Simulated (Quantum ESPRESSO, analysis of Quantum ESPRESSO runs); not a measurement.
**Al-H pair in Si: local vibrational mode, PBE (Quantum ESPRESSO)**

Aim: the local vibrational mode of the Al-H pair in Si, to be set beside the measurement. Set-up: PBE, GBRV 1.5 PBE, 32-site cell, PBE lattice, k: the zone centre alone, displacement 0.15 A. The model is a cell of 32 host atoms with Al put on another atom's site and H put in between. The frequencies come from force constants among the defect atom and its neighbours, with the masses of the isotopes named.

Measured beforehand: Si-H stretch, 1H: 2201 cm⁻¹, by IR absorption (quoted in “Local vibrational modes of impurities in silicon”, 2008, M.D. McCluskey, quoting earlier work (1987)).

Method: Quantum ESPRESSO plane-wave DFT, PBE, GBRV 1.5 PBE potentials; relaxation of all atoms of a defect supercell, in Quantum ESPRESSO 7.5.

### Step 1. Set-up

The cell holds 33 atoms: 31 Si, 1 Al and 1 H. Cell: a = 9.471 Å, b = 9.471 Å, c = 9.471 Å, α = 109.5°, β = 109.5°, γ = 109.5°. It derives from Si (space group Fd-3m). Nearest the centre at fractional (0.441, 0.500, 0.500): H33 at 0.57 Å, Al11 at 1.01 Å, Si23 at 2.08 Å, Si26 at 2.60 Å, Si32 at 2.61 Å, Si27 at 2.62 Å, Si7 at 3.42 Å, Si2 at 3.44 Å.

The host's primitive cell comes from a first run (Quantum ESPRESSO plane-wave DFT, PBE, GBRV 1.5 PBE potentials; relaxation of cell and atoms of a defect-free cell): vectors of 3.867, 3.867 and 3.867 Å. That is 20.44 Å³ an atom, 2.1 % over the diffraction cell's volume. The supercell is built on it.

### Step 2. Relaxation, charge 0

Every later number rests on the structure around the defect, so the atoms are relaxed at the host's lattice first.

pw.in reads:

```
&CONTROL
  calculation = 'relax'
  prefix = 'pwscf'
  outdir = './tmp'
  pseudo_dir = './pseudo'
  tprnfor = .true.
  disk_io = 'low'
  nstep = 70
  forc_conv_thr = 0.00039
  etot_conv_thr = 0.0001
/
&SYSTEM
  ibrav = 0
  nat = 33
  ntyp = 3
  ecutwfc = 45
  ecutrho = 360
  nbnd = 68
  occupations = 'smearing'
  smearing = 'fd'
  degauss = 0.00073499
  nosym = .true.
/
&ELECTRONS
  conv_thr = 3d-08
  electron_maxstep = 100
  mixing_beta = 0.5
/
&IONS
  ion_dynamics = 'bfgs'
/
ATOMIC_SPECIES
Si    28.0850 si_pbe_v1.uspp.F.UPF
Al    26.9815 al_pbe_v1.uspp.F.UPF
H      1.0080 h_pbe_v1.4.uspp.F.UPF
CELL_PARAMETERS angstrom
  -5.4682344339    5.4682344339    5.4682344339
   5.4682344339   -5.4682344339    5.4682344339
   5.4682344339    5.4682344339   -5.4682344339
ATOMIC_POSITIONS crystal
Si     0.0021634773   -0.0000317552    0.5002242162
Si    -0.0020029212    0.2498522448    0.2503493049
Si    -0.0005814986    0.5015097719    0.0014721698
Si    -0.0016017718    0.7509231290    0.7501003488
Si     0.2518968871    0.0024334588    0.2517597469
Si     0.2517623702    0.2525070683    0.0012265117
Si     0.2523699730    0.5020799860    0.7515336767
Si     0.2498360990    0.7517640450    0.4993450646
Si     0.4982957289   -0.0023582122   -0.0006424907
Si     0.5007591402    0.2512610419    0.7525130179
Al     0.5487561274    0.5007386044    0.5025088003
Si     0.5019110541    0.7511528534    0.2524318729
Si     0.7516842092    0.0022670471    0.7521906857
Si     0.7483542806    0.2475011419    0.4990142196
Si     0.7502790751    0.4999186037    0.2521548548
Si     0.7492729607    0.7475881744   -0.0004320432
Si    -0.0024621435   -0.0018381413    0.2482664833
Si    -0.0010101856    0.2478223637    0.0000741320
Si     0.0003971496    0.5001822282    0.7481065779
Si    -0.0014479197    0.7477419250    0.4997492578
Si     0.2485839711    0.0008585287    0.0007841815
Si     0.2480981778    0.2498659889    0.7505274604
Si     0.2221697138    0.5009213200    0.4990038309
Si     0.2474552185    0.7483285622    0.2486104538
Si     0.5022704029    0.0013311820    0.7502063226
Si     0.5018323880    0.2523618740    0.5020004759
Si     0.5019565134    0.5000059226    0.2496213223
Si     0.5010792062    0.7522614212    0.0021369503
Si     0.7490058383    0.0002133819    0.4979090315
Si     0.7492018943    0.2497950491    0.2476654143
Si     0.7478047876    0.4993156799    0.0000863903
Si     0.7499622219    0.7487618472    0.7513457613
H      0.3812637243    0.4986515601    0.5005760922
K_POINTS gamma
```

Launch:

```sh
$ OMP_NUM_THREADS=1 mpirun -n 4 pw.x -in pw.in > pw.out
```

Output:

```text
This program is part of the open-source Quantum ESPRESSO suite
     for quantum simulation of materials; please cite
         "P. Giannozzi et al., J. Phys.:Condens. Matter 21 395502 (2009);
         "P. Giannozzi et al., J. Phys.:Condens. Matter 29 465901 (2017);
         "P. Giannozzi et al., J. Chem. Phys. 152 154105 (2020);
          URL
     in publications or presentations arising from this work. More details at

     gamma-point specific algorithms are used

     Subspace diagonalization in iterative solution of the eigenvalue problem:
     a serial algorithm will be used

     --------------------
     sticks:   dense  smooth     PW     G-vecs:    dense   smooth      PW
     Min        2163    1085    272               127317    45077    5635
     Max        2166    1086    273               127320    45080    5636
     Sum        8659    4343   1089               509275   180313   22543

     Using Slab Decomposition

     bravais-lattice index     =            0
     lattice parameter (alat)  =      17.8981  a.u.
     unit-cell volume          =    4413.6508 (a.u.)^3
     number of atoms/cell      =           33
     number of atomic types    =            3
     number of electrons       =       128.00
     number of Kohn-Sham states=           68
     kinetic-energy cutoff     =      45.0000  Ry
     charge density cutoff     =     360.0000  Ry
     scf convergence threshold =      3.0E-08
     mixing beta               =       0.5000
     number of iterations used =            8  plain     mixing
     energy convergence thresh.=      1.0E-04
     force convergence thresh. =      3.9E-04
     Exchange-correlation=  SLA  PW   PBX  PBC
                           (   1   4   3   4   0   0   0)
     nstep                     =           70

     celldm(1)=  17.898087  celldm(2)=   0.000000  celldm(3)=   0.000000
     celldm(4)=   0.000000  celldm(5)=   0.000000  celldm(6)=   0.000000

     crystal axes: (cart. coord. in units of alat)
               a(1) = (  -0.577350   0.577350   0.577350 )
               a(2) = (   0.577350  -0.577350   0.577350 )
               a(3) = (   0.577350   0.577350  -0.577350 )

     reciprocal axes: (cart. coord. in units 2 pi/alat)
               b(1) = ( -0.000000  0.866025  0.866025 )
               b(2) = (  0.866025 -0.000000  0.866025 )
               b(3) = (  0.866025  0.866025  0.000000 )

     PseudoPot. # 1 for Si read from file:
     si_pbe_v1.uspp.F.UPF
     Pseudo is Ultrasoft + core correction, Zval =  4.0
     Generated by new atomic code, or converted to UPF format
     Using radial grid of  899 points,  6 beta functions with:
                l(1) =   0
                l(2) =   0
                l(3) =   1
[...]
number of bfgs steps    =  68

     energy             old  =    -304.9554561470 Ry
     energy             new  =    -304.9554641821 Ry

     CASE: energy            _new < energy            _old

     new trust radius        =       0.0185735790 bohr
     new conv_thr            =       0.0000000003 Ry

ATOMIC_POSITIONS (crystal)
[...]
NEW-OLD atomic charge density approx. for the potential

[...]
Self-consistent Calculation

[...]
Threshold (ethr) on eigenvalues was too large:
     Diagonalizing with lowered threshold

[...]
total energy              =    -304.95547330 Ry
[...]
iteration #  6     ecut=    45.00 Ry     beta= 0.50
     Davidson diagonalization with overlap
     ethr =  7.05E-12,  avg # of iterations =  4.0

[...]
total energy              =    -304.95547330 Ry
     estimated scf accuracy    <          1.1E-09 Ry

     iteration #  7     ecut=    45.00 Ry     beta= 0.50
     Davidson diagonalization with overlap
     ethr =  8.49E-13,  avg # of iterations =  3.0

[...]
End of self-consistent calculation

          k = 0.0000 0.0000 0.0000 ( 11272 PWs)   bands (ev):

[...]
3.3773   4.4214   4.6048   4.6305   4.6384   4.6811   4.7021   4.7162
     4.7297   4.7470   4.7917   5.0830   5.0895   5.8259   6.0111   6.0427
     6.6245   6.7187   6.7674   6.7768

     the Fermi energy is     6.3763 ev

!    total energy              =    -304.95547330 Ry
     estimated scf accuracy    <          2.7E-10 Ry
     smearing contrib. (-TS)   =      -0.00000000 Ry
     internal energy E=F+TS    =    -304.95547330 Ry

     The total energy is F=E-TS. E is the sum of the following terms:
     one-electron contribution =      78.90365514 Ry
     hartree contribution      =      18.71074907 Ry
     xc contribution           =    -138.52089549 Ry
     ewald contribution        =    -264.04898202 Ry

     convergence has been achieved in   7 iterations

     negative rho (up, down):  2.300E-05 0.000E+00

     Forces acting on atoms (cartesian axes, Ry/au):

[...]
atom   32 type  1   force =     0.00009546   -0.00022507   -0.00018039
     atom   33 type  3   force =     0.00047458    0.00060232   -0.00032324

     Total force =     0.002148     Total SCF correction =     0.000025
     Energy error            =      9.1E-06 Ry
     Gradient error          =      6.0E-04 Ry/Bohr

     number of scf cycles    =  70
     number of bfgs steps    =  69

     energy             old  =    -304.9554641821 Ry
     energy             new  =    -304.9554732993 Ry

     CASE: energy            _new < energy            _old

     new trust radius        =       0.0157508694 bohr

     The maximum number of steps has been reached.

     End of BFGS Geometry Optimization

ATOMIC_POSITIONS (crystal)
[...]
Si               0.7582930824        0.7754670820        0.7769703132
H                0.3271736324        0.4054788432        0.4563780732

     NEW-OLD atomic charge density approx. for the potential

     negative rho (up, down):  2.279E-05 0.000E+00

=------------------------------------------------------------------------------=
   JOB DONE.
=------------------------------------------------------------------------------=
```

Run time: 16 min. Hardware: 4 MPI ranks of Arm Neoverse V1, shared host; peak memory 1.6 GiB.

The relaxation stopped after 70 steps with forces still over the tolerance.

The run stopped without converging, so none of its numbers is a property of the system.

### Step 3. Outcome

The local vibrational mode was not obtained, because the step “relaxation, charge 0” did not converge.

[Logs are printed without paths, hosts, clocks, repeated set-up lines and the standing remarks that a program may print on its own settings, such as how far it seeks lower states.]

[Hosts, paths, dates, database ids (printed as entryN), source tags and the programs' standing remarks are cut or masked in the printed files.]

[For some hosts the program warned that the k-mesh of the response run may be too coarse for force constants and the static dielectric constant; such warnings are not shown here.]
